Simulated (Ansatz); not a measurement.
## SrLi2SnS4 (I-42m): the gap up the ladder of methods

Aim: the gap of SrLi2SnS4 (I-42m) at several levels of theory on one structure, with the time that each takes.

Calculated with Ansatz 0.2.0; density functionals, hybrids and G0W0, plane waves, PAW.

## Step 1: Starting point

The structure is tetragonal, space group I-42m (No. 121). Conventional cell: a = 6.659 Å, b = 6.659 Å, c = 7.918 Å, α = 90.00°, β = 90.00°, γ = 90.00°. Nearest to Li lie 4 S at 2.47 Å. Sr has 8 S at 3.08 to 3.25 Å nearest. Sn has 4 S at 2.37 Å nearest. Nearest to S lie 1 Sn at 2.37 Å and 2 Li at 2.47 Å and 2 Sr at 3.08 to 3.25 Å. Farther neighbours and most contacts between anions are not listed.

As a file:

```cif
data_structure
_symmetry_space_group_name_H-M 'P 1'
_symmetry_Int_Tables_number 1
_cell_length_a 6.1518
_cell_length_b 6.1518
_cell_length_c 6.1518
_cell_angle_alpha 114.466
_cell_angle_beta 114.466
_cell_angle_gamma 99.886
_cell_volume 175.55
loop_
_atom_site_label
_atom_site_type_symbol
_atom_site_fract_x
_atom_site_fract_y
_atom_site_fract_z
_atom_site_occupancy
Li1 Li 0.25000 0.75000 0.50000 1
Li2 Li 0.75000 0.25000 0.50000 1
Sr3 Sr 0.50000 0.50000 0.00000 1
Sn4 Sn 0.00000 0.00000 0.00000 1
S5 S 0.03526 0.03526 0.41320 1
S6 S 0.96474 0.37794 0.00000 1
S7 S 0.62206 0.62206 0.58680 1
S8 S 0.37794 0.96474 0.00000 1
```

The cell and positions come from the Crystallography Open Database and are kept as given unless a step says otherwise. The default PAW set here is soft_2. Its files were made with PBE.

## Step 2: PBE on the 6×6×6 mesh

Levels along a band path and on the mesh show where this functional puts the band edges.

This step: DFT, PBE, plane waves, PAW.

Input file input.yaml:

```yaml
crystal:
  lattice:
    - [-3.3295, 3.3295, 3.959]
    - [3.3295, -3.3295, 3.959]
    - [3.3295, 3.3295, -3.959]
  atoms:
    - { symbol: Li, position: [0.25, 0.75, 0.5] }
    - { symbol: Li, position: [0.75, 0.25, 0.5] }
    - { symbol: Sr, position: [0.5, 0.5, 0.0] }
    - { symbol: Sn, position: [0.0, 0.0, 0.0] }
    - { symbol: S, position: [0.03526, 0.03526, 0.4132] }
    - { symbol: S, position: [0.96474, 0.37794, 0.0] }
    - { symbol: S, position: [0.62206, 0.62206, 0.5868] }
    - { symbol: S, position: [0.37794, 0.96474, 0.0] }
kpoints:
  mp_grid: { grid: [6, 6, 6] }
  band_path:
    path:
      - [[0.0, 0.0, 0.0], [0.0, 0.0, 0.5], [0.25, 0.25, 0.25], [0.0, 0.5, 0.0], [0.0, 0.0, 0.0], [0.5, 0.5, -0.5], [0.42681823, 0.57318177, -0.42681823]]
      - [[-0.42681823, 0.42681823, 0.42681823], [0.0, 0.0, 0.0]]
      - [[0.0, 0.0, 0.5], [-0.35363646, 0.35363646, 0.5]]
      - [[0.5, 0.5, -0.35363646], [0.5, 0.5, -0.5]]
    npoints: 10
hamiltonian:
  xc: pbe
scf:
  occupations: { method: fermi_dirac, width: 0.02 }
  n_extra_bands: 6
output:
  eigenvalues: true
  write_density: true
  write_potential: true
  elf: true
  volumetric_format: npy
```

On the command line:

```console
> ansatz run input.yaml --threads 2 --pin off --max-ram 92160MiB --backend cuda --events-out ev --progress --plain --runs-dir out --devices 1 --max-vram 13GiB  # rebuilt from the run's record
```

Numbers of over 12 decimals in the logs are rounded to 6 here.

The log of the run:

```text
scf.n_extra_bands = 6 over 27 filled bands (N_el = 54.0): the run solves 33 bands
GPUs: using 1 of 1 available (devices: 1).
Engine: ansatz 0.2.0, x86_64-unknown-linux-gnu
Pseudopotentials: kind: paw
Pseudopotential: Li, paw, valence charge 3, recommended cutoff 420 eV (normal), Li.paw.azcp
Pseudopotential: Sr, paw, valence charge 10, recommended cutoff 420 eV (normal), Sr.paw.azcp
Pseudopotential: Sn, paw, valence charge 14, recommended cutoff 420 eV (normal), Sn.paw.azcp
Pseudopotential: S, paw, valence charge 6, recommended cutoff 420 eV (normal), S.paw.azcp
Functional definition: PBE
  parameter kappa = 0.804
  parameter beta = 0.066725
  exchange = pbe_x(kappa = kappa, mu = beta*pi^2/3)
  correlation = pbe_c(beta = beta)
device memory: the entry about to start is reckoned to put 2.6 GiB on a device that reports 40.9 GiB free (of which the cap on the GPU budget leaves the run 13.0 GiB)
GPU FFT provider: cuFFT
GPU libraries: cuBLAS 13.8.2, cuFFT 12.4.0, cuSOLVER 12.3.4
Crystal: 8 atoms, lattice volume = 175.551 Å³
Basis set: ecut = 420 eV, 3445 PW (Γ)
Bands: 33, of which v1, the nominal top of the filled ones, is band 27 counted from 1 (26 counted from 0)
Symmetry: 8 space group operations
Space group: I-42m (ITA 121), of the structure as read, at distance tolerance 5.6e-5 Å
k-points: 30 of 216 (time reversal used)
Non-local potential: Li, projectors of the file, l = 0: 3, l = 1: 2, l = 2: 1
Non-local potential: Sr, projectors of the file, l = 0: 3, l = 1: 2, l = 2: 2
Non-local potential: Sn, projectors of the file, l = 0: 2, l = 1: 2, l = 2: 2, l = 3: 2
Non-local potential: S, projectors of the file, l = 0: 2, l = 1: 2, l = 2: 2
PAW form: soft (Blöchl's): semilocal exchange-correlation on the pseudo side does not see the compensation charge
PAW one-centre angular grid: Li, 110 points (default); XC on 64 Gauss nodes
PAW one-centre angular grid: Sr, 110 points (default); XC on 64 Gauss nodes
PAW one-centre angular grid: Sn, 590 points (default); XC on 64 Gauss nodes
PAW one-centre angular grid: S, 110 points (default); XC on 64 Gauss nodes
Initial density: superposition of atomic densities (neutral atoms: chi_scale 0, normalization atom), corrected by the library's trained network
Initial wavefunctions: pseudopotential atomic-orbital guess
GPU buffer pool allocated for 91125 grid points (all kernels)
GPU transforms: local potential and band sums: pruned to the plane-wave sphere, on 45×45×45
Functional: x = pbe(κ = 0.804, μ = 0.219515), c = pbe(β = 0.066725)
SCF iter   1: F=—  HF=-13595.930000 eV  |F-HF|=—  |Δ(HF+E_count)|=         —  Δρ=8.60e-4  dr2=1.17e-3  ethr=1.77e-3  ⟨swp⟩=9.5  Hψ=5784  notcnv=0
preconditioner: auto → Resta (q_TF=auto, 2.242 Å⁻¹)  ε∞=3.5  [insulator: Δε(μ)=2.669 eV  Ē_g=10.823 eV  σ=0.020 eV  W_gap=1.00  n_scr=26 (ndim 8)  ℏωp=17.3 eV  f_vac=0.016  D(μ)=0.00/eV (n_scr^D=0)  ε∞_Penn≈3.5]
SCF iter   2: F=—  HF=-13595.930676 eV  |F-HF|=—  |Δ(HF+E_count)|=   6.76e-4  Δρ=4.56e-4  dr2=2.51e-4  ethr=2.17e-6  ⟨swp⟩=3.0  Hψ=2510  notcnv=0  defer=57
SCF iter   3: F=—  HF=-13595.930845 eV  |F-HF|=—  |Δ(HF+E_count)|=   1.69e-4  Δρ=2.75e-4  dr2=8.38e-5  ethr=4.66e-7  ⟨swp⟩=2.0  Hψ=1503  notcnv=0  defer=57
SCF iter   4: F=—  HF=-13595.931197 eV  |F-HF|=—  |Δ(HF+E_count)|=   3.52e-4  Δρ=7.07e-5  dr2=9.05e-6  ethr=1.55e-7  ⟨swp⟩=2.0  Hψ=1695  notcnv=0  defer=57
SCF iter   5: F=—  HF=-13595.931195 eV  |F-HF|=—  |Δ(HF+E_count)|=   1.57e-6  Δρ=2.03e-5  dr2=1.09e-6  ethr=1.68e-8  ⟨swp⟩=2.0  Hψ=1537  notcnv=0  defer=57
SCF iter   6: F=—  HF=-13595.931195 eV  |F-HF|=—  |Δ(HF+E_count)|=   8.07e-8  Δρ=7.47e-6  dr2=1.12e-7  ethr=2.01e-9  ⟨swp⟩=2.0  Hψ=1625  notcnv=0  defer=57
SCF iter   7: F=-13595.931195 eV  HF=-13595.931195 eV  |F-HF|=3.84e-9  |Δ(HF+E_count)|=   1.08e-8  Δρ=1.47e-6  dr2=6.79e-9  ethr=1.85e-10  ⟨swp⟩=8.3  Hψ=3448  notcnv=0
SCF 1 converged in 7 iterations: F = -13595.931195 eV  dr2 = 6.79e-9
[...]
device memory: the entry about to start is reckoned to put 1.9 GiB on a device that reports 47.4 GiB free (of which the cap on the GPU budget leaves the run 13.0 GiB)
NSCF: frozen V_eff on 94 k-points
SCF converged after 7 iterations
Free energy (F): -13595.931195 eV
Harris-Foulkes:  -13595.931195 eV  (|F-HF|=3.84e-9)
Internal energy: -13595.931195 eV  (E = F + TS)
E sigma→0 (E₀):  -13595.931195 eV
Fermi energy:    6.384310 eV
--- Per-component energies (eV) ---
  E_band       = -421.799633
  E_kinetic    = 907.309904
  E_local      = -2750.249421  (includes V_loc(G=0)·N_el)
  E_nonlocal   = 218.750018
  E_hartree    = 1145.237255
  E_xc         = -967.606003
  E_vxc        = -638.253080  (∫ρ·V_xc dr)
  E_paw        = -9279.958045  (= ΣΔE_a)
  E_vpaw       = -449.829421  (= ΣTr[D̂ρ^β])
  E_aug_tail   = 0.000042  (compensation charges beyond the density's cutoff)
  E_ewald      = -2869.414945
  E_smearing   = -0.000000  (= −TS)
  E_closure    = 0.000000  (closes the sum)
  Σ components = -13595.931195   (vs F -13595.931195, Δ=0.00e0)
--- Band table (eV; the first three rows and the last of 30) ---
  k-point 0: bands = [... 23 lower, 4.0762, 4.5914, 4.6736, 4.6736, 7.7472, 8.9843, 9.7274, 10.1199, ... 2 higher]
  k-point 1: bands = [... 23 lower, 4.2522, 4.3495, 4.5217, 4.5455, 7.9932, 8.9411, 9.3548, 10.0382, ... 2 higher]
  k-point 2: bands = [... 23 lower, 4.0453, 4.1591, 4.3100, 4.5461, 8.0940, 9.0922, 9.4290, 9.7118, ... 2 higher]
  k-point 29: bands = [... 23 lower, 3.3064, 4.5728, 4.5728, 5.0506, 7.7232, 9.2158, 9.2158, 9.5539, ... 2 higher]
```

Elapsed: 10 s, on 1 × NVIDIA H100 80GB HBM3 (shared by 6 runs) with 2 threads of AMD EPYC 7R13 (Zen 3), shared host; peak memory 1 GiB; 13 s of CPU time.

This step gave:

- filled bands: 27
- gap: 2.673 eV
- valence top at: M
- conduction bottom at: M
- least direct gap: 2.673 eV

Over mesh and path the gap is 2.673 eV, direct, at k = (0.500, 0.500, -0.500).

## Step 3: PBE+SOC on the 6×6×6 mesh

This run has two-component orbitals with spin-orbit coupling.

This step: DFT, PBE with spin-orbit coupling, plane waves, PAW.

input.yaml, the sections that differ from step 2:

```yaml
kpoints:
  mp_grid: { grid: [6, 6, 6] }
  band_path:
    path:
      - [0.0, 0.0, 0.0]
      - [0.0, 0.0, 0.5]
      - [0.25, 0.25, 0.25]
      - [0.0, 0.5, 0.0]
      - [0.5, 0.5, -0.5]
      - [0.42681823, 0.57318177, -0.42681823]
      - [-0.42681823, 0.42681823, 0.42681823]
      - [-0.35363646, 0.35363646, 0.5]
    npoints: 1
scf:
  occupations: { method: fixed }
  n_extra_bands: 12
magnetization:
  noncollinear: true
  spin_orbit: true
output:
  eigenvalues: true
# crystal, hamiltonian: as in step 2
```

The log of the run:

```text
[...]
GPUs: using 1 of 1 available (devices: 1).
[...]
non-collinear run that drives no moment, with spin-orbit: no starting moment large enough to seed its density (crystal.atoms[].spin), no starting occupations that ask for one, no magnetisation constraint and no magnetic field, so the semilocal B_xc is pinned to zero
[...]
GPU FFT provider: cuFFT
GPU libraries: cuBLAS 13.8.2, cuFFT 12.4.0, cuSOLVER 12.3.4
Crystal: 8 atoms, lattice volume = 175.551 Å³
Basis set: ecut = 420 eV, 3445 PW (Γ)
Bands: 66, of which v1, the nominal top of the filled ones, is band 54 counted from 1 (53 counted from 0)
Symmetry: 8 space group operations + 8 with time reversal
[...]
k-points: 30 of 216 (time reversal used)
Projection manifold: j_resolved (fully-relativistic pseudo-atomic orbitals)
[...]
GPU buffer pool allocated for 91125 grid points (all kernels)
[...]
site 2: m = (+0.0000, +0.0000, +0.0000) μB, |m| = 0.0000 μB  (R = 1.27 Å)
  site 3: m = (+0.0000, +0.0000, +0.0000) μB, |m| = 0.0000 μB  (R = 0.98 Å)
  site 4: m = (+0.0000, +0.0000, +0.0000) μB, |m| = 0.0000 μB  (R = 0.98 Å)
  site 5: m = (+0.0000, +0.0000, +0.0000) μB, |m| = 0.0000 μB  (R = 0.98 Å)
  site 6: m = (+0.0000, +0.0000, +0.0000) μB, |m| = 0.0000 μB  (R = 0.98 Å)
  site 7: m = (+0.0000, +0.0000, +0.0000) μB, |m| = 0.0000 μB  (R = 0.98 Å)
Free energy (F): -13598.706052 eV
[...]
Internal energy: -13598.706052 eV  (E = F + TS)
E sigma→0 (E₀):  -13598.706052 eV
Fermi energy:    5.050377 eV
[...]
--- Band table (eV; the first three rows and the last of 30) ---
  k-point 0: bands = [... 50 lower, 4.6706, 4.6706, 4.7072, 4.7072, 7.7490, 7.7490, 8.9835, 8.9835, ... 8 higher]
  k-point 1: bands = [... 50 lower, 4.5024, 4.5061, 4.5683, 4.5701, 7.9933, 7.9973, 8.9391, 8.9414, ... 8 higher]
  k-point 2: bands = [... 50 lower, 4.3076, 4.3154, 4.5384, 4.5551, 8.0961, 8.0963, 9.0907, 9.0924, ... 8 higher]
  k-point 29: bands = [... 50 lower, 4.5847, 4.5847, 5.0504, 5.0504, 7.7267, 7.7267, 9.1365, 9.1365, ... 8 higher]
[key lines of the parts left out:]
SCF converged after 9 iterations
Magnetization: |M| = 0.0000 μB,  M = (+0.0000, +0.0000, +0.0000) μB
```

Wall time 16 s (1 × NVIDIA H100 80GB HBM3 (shared by 6 runs) with 2 threads); peak memory 1 GiB; 7.1 s of CPU time.

Numbers from this step:

```yaml
gap: 2.676 eV
valence_top_at: M
conduction_bottom_at: M
least_direct_gap: 2.676 eV
```

Over mesh and listed points the gap is 2.676 eV, direct, at k = (0.500, 0.500, -0.500). PBE+SOC against PBE: 2.676 − 2.673 = +0.003 eV, with the same mesh, set of files (read in its fully relativistic form for the spin-orbit run) and cutoff, and both edges at the same k points. The spin-orbit run sees mesh and listed points alone, so its gap is an upper bound: the coupling can move an edge off these points, the more so as this crystal has no centre of inversion, and the change over the zone, its sign included where it is small, is not known.

## Step 4: HSE06 on the 4×4×4 mesh

HSE06 mixes in a quarter of exact exchange at short range.

This step: DFT, HSE06, plane waves, PAW.

input.yaml: that of step 3 with these lines changed.

```diff
@@ -15,3 +15,3 @@
 kpoints:
-  mp_grid: { grid: [6, 6, 6] }
+  mp_grid: { grid: [4, 4, 4] }
   band_path:
@@ -28,9 +28,6 @@
 hamiltonian:
-  xc: pbe
+  xc: hse06
 scf:
   occupations: { method: fixed }
-  n_extra_bands: 12
-magnetization:
-  noncollinear: true
-  spin_orbit: true
+  n_extra_bands: 6
 output:
```

The log of the run:

```text
[...]
GPUs: using 1 of 1 available (devices: 1).
[...]
davidson cushion auto → on  (no smearing: the cushion is to keep the highest requested band from converging to the state above it; pin scf.eigensolver.cushion to override)
[...]
GPU FFT provider: cuFFT
GPU libraries: cuBLAS 13.8.2, cuFFT 12.4.0, cuSOLVER 12.3.4
Crystal: 8 atoms, lattice volume = 175.551 Å³
Basis set: ecut = 420 eV, 3445 PW (Γ)
[...]
Fermi energy:    4.367550 eV
[...]
--- Band table (eV; the first three rows and the last of 13) ---
  k-point 0: bands = [... 23 lower, 3.3477, 3.9117, 4.0069, 4.0069, 8.1544, 9.3305, 10.1268, 10.5331, ... 2 higher]
  k-point 1: bands = [... 23 lower, 3.4825, 3.5322, 3.7685, 3.8166, 8.4997, 9.3018, 9.6610, 10.3309, ... 2 higher]
  k-point 2: bands = [... 23 lower, 2.9845, 3.2511, 3.2568, 3.8348, 8.6491, 9.7435, 10.0414, 10.3168, ... 2 higher]
  k-point 12: bands = [... 23 lower, 2.5559, 3.8593, 3.8593, 4.3676, 8.1237, 9.5754, 9.5754, 9.9889, ... 2 higher]
[key lines of the parts left out:]
Free energy (F): -13605.519740 eV
```

Run time: 36 s. Hardware: 1 × NVIDIA H100 80GB HBM3 (shared by 6 runs) with 2 threads; peak memory 1.3 GiB.

This step gave:

| Property | Result |
| --- | --- |
| gap | 3.756 eV |
| valence top at | k = (-0.500, -0.500, -0.500) |
| conduction bottom at | M |
| least direct gap | 3.756 eV |
| exact-exchange fraction | 0.25 |

Over mesh and listed points the gap is 3.756 eV, direct, at k = (0.500, 0.500, -0.500). HSE06 against PBE: 3.756 − 2.673 = +1.083 eV. The runs also differ in mesh (6×6×6 and 4×4×4), so how much of this comes from the functional alone is not known.

## Step 5: G0W0@PBE, 4×4×4 mesh, 883 empty bands, screening to 170 eV

G0W0 replaces the xc potential by a self-energy built once from the orbitals of the start. Levels are corrected in the window of bands that the input names, at points of the mesh.

This step: G0W0 on PBE, plane waves, PAW.

Input file input.yaml:

```yaml
crystal:
  lattice:
    - [-3.3295, 3.3295, 3.959]
    - [3.3295, -3.3295, 3.959]
    - [3.3295, 3.3295, -3.959]
  atoms:
    - { symbol: Li, position: [0.25, 0.75, 0.5] }
    - { symbol: Li, position: [0.75, 0.25, 0.5] }
    - { symbol: Sr, position: [0.5, 0.5, 0.0] }
    - { symbol: Sn, position: [0.0, 0.0, 0.0] }
    - { symbol: S, position: [0.03526, 0.03526, 0.4132] }
    - { symbol: S, position: [0.96474, 0.37794, 0.0] }
    - { symbol: S, position: [0.62206, 0.62206, 0.5868] }
    - { symbol: S, position: [0.37794, 0.96474, 0.0] }
kpoints:
  mp_grid: { grid: [4, 4, 4] }
hamiltonian:
  xc: pbe
scf:
  occupations: { method: fixed }
gw:
  n_empty_bands: 883
  ecut_chi: 170.0
  qp_bands: [v2, c2]
  qp_kpoints: band_edges
  screening: { model: contour_deformation }
```

The log of the run:

```text
GPUs: using 1 of 1 available (devices: 1).
[...]
GPU FFT provider: cuFFT
GPU libraries: cuBLAS 13.8.2, cuFFT 12.4.0, cuSOLVER 12.3.4
Crystal: 8 atoms, lattice volume = 175.551 Å³
Basis set: ecut = 420 eV, 3445 PW (Γ)
Bands: 35, of which v1, the nominal top of the filled ones, is band 27 counted from 1 (26 counted from 0)
Symmetry: 8 space group operations
[...]
k-points: 13 of 64 (time reversal used)
[...]
1    29      8.9621    -5.0852    -3.8143    -9.2038  0.8051     9.2675     9.2664  root
[...]
12    26      4.5728   -17.7449     2.1114   -14.5980  0.7543     3.5190     3.5373  root
    12    27      5.0506   -18.0946     2.0169   -15.0424  0.7580     3.9987     4.0155  root
    12    28      7.7232    -8.5642    -3.8924   -12.9071  0.7982     8.1758     8.1737  root
    12    29      9.2158    -7.0772    -3.9291   -11.3380  0.7990     9.5489     9.5475  root
[key lines of the parts left out:]
SCF converged after 6 iterations
Free energy (F): -13595.931176 eV
Fermi energy:    5.050584 eV
```

Run time: 2.7 min. Hardware: 1 × NVIDIA H100 80GB HBM3 (shared by 6 runs) with 2 threads; peak memory 3.6 GiB; 4.1 min of CPU time.

Numbers from this step:

| Quantity | Value |
| --- | --- |
| bands summed | 910 |
| RPA ε∞ on this mesh (eigenvalues) | 4.579, 4.718, 4.718 |
| plane waves in the screening matrix | 881 |
| G0W0 gap over the corrected points | 4.114 eV |
| k of the valence top | -0.5, -0.5, -0.5 |
| k of the conduction bottom | 0, 0, 0 |
| starting gap on the mesh | 2.673 eV |
| Z at the valence top | 0.7580 |
| Z at the conduction bottom | 0.7905 |
| least direct G0W0 gap over the corrected points | 4.158 eV |

Over all 13 irreducible mesh points the G0W0 gap is 4.114 eV, from k = (-0.500, -0.500, -0.500) to k = Γ. The PBE gap of this run on the mesh is 2.673 eV. Other states bound it: the two that bound the G0W0 gap lie 2.697 eV apart in PBE, so state for state the correction is 4.114 − 2.697 = +1.417 eV, while gap against gap it is 4.114 − 2.673 = +1.441 eV.

(Continued in part 2 of 2.)

[Paths, hosts, dates, memory and timing lines, banners, echoed tables and standing remarks are left out of the program output.]

[Logs are printed without paths, hosts, clocks, repeated set-up lines and the standing remarks that a program may print on its own settings, such as how far it seeks lower states.]

[Runs of the session that timed out or met a known fault of the program may be left out.]

[Cells called generated may have been cut or substituted from an entry of the Crystallography Open Database or the Materials Project.]

[Hosts, paths, dates, database ids (printed as entryN), source tags and the programs' standing remarks are cut or masked in the printed files.]

[Where an RPA ε∞ is given, it is that of the G0W0 mesh and is not shown converged in it. Names of k-points follow the symmetry that the program found, which can be lower than the space group named. Band edges on a path are those of the sampled points; other points can move an edge, and change direct to indirect where valleys lie close.]

[Hybrid gaps are those of their k-mesh and are not shown converged in it.]
